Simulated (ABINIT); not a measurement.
Records of electronic-structure calculations.

### BAs (F-43m): a self-consistent loop beyond G0W0, cycle by cycle

The structure is cubic, space group F-43m (No. 216). The conventional cell has a = 4.777 Å, b = 4.777 Å, c = 4.777 Å, α = 90.00°, β = 90.00°, γ = 90.00°. B has 4 As at 2.07 Å nearest. Nearest to As lie 4 B at 2.07 Å. Farther neighbours, and contacts between anions beyond the nearest, are not listed.

```
method        : RPA screening on PBE from quasiparticle energies and orbitals, plane waves, norm-conserving pseudopotentials (and 4 further levels or steps)
program       : ABINIT 10.8.3
settings      : cutoff 44 Ha, PseudoDojo scalar-relativistic 0.4 stringent, norm-conserving, ngkpt (4, 4, 4), nband 102, ecuteps 7 Ha, gwcalctyp 28, inclvkb 2, shiftk (0, 0, 0), symchi 1, awtr 1, frequency ppm, cycle 5, q points all but q = 0, 4×4×4 k-mesh
cost          : 16 runs, 7.5 min in all on 8 MPI ranks of Arm Neoverse V1, shared host
notes         : The cell and positions come from the Crystallography Open Database and are kept as given unless a step says otherwise. Limits: no spin-orbit coupling. The 4×4×4 mesh is coarse for this cell, which bears on the long-range parts of exchange and screening.
G0W0          : 1.947 eV
QSGW, cycle 1 : 2.065 eV
QSGW, cycle 2 : 2.095 eV
QSGW, cycle 3 : 2.111 eV
QSGW, cycle 4 : 2.112 eV
QSGW, cycle 5 : 2.114 eV
known limits  : short of the basis limit; no spin-orbit coupling; coarse k mesh
```

Only the bands that the input lists are updated; the higher empty ones keep the functional's energies. QSGW ends at 2.11 eV, +0.17 eV from G0W0, after 5 cycles that took 6.9 min beside the first screening; the last moved the gap by 0.002 eV.

[Long decimals in the printed logs are rounded to 6 places.]

[Logs are printed without paths, hosts, clocks, repeated set-up lines and the standing remarks that a program may print on its own settings, such as how far it seeks lower states.]

[Paths, hosts, dates, memory and timing lines, banners, echoed tables and standing remarks are left out of the program output; an Ansatz launch command may be rebuilt from the run's recorded settings. Measured values are a selection of at most five: reports struck by readers or far from the other reports are left out. None is set beside runs whose start may be inverted or whose files or cutoffs have a known fault.]

[Runs of the session that timed out or met a known fault of the program may be left out.]

[Hosts, paths, dates, database ids (printed as entryN), source tags and the programs' standing remarks are cut or masked in the printed files.]

[G0W0 gaps are taken among the corrected bands and points alone; a level outside them can change the order at an edge.]

[Where Ansatz stands beside ABINIT at settings called matched, ABINIT's density can come from a denser mesh and the files from another edition; pairs whose starting gaps differed by over 0.03 eV were left out, so agreement reads better than it is.]
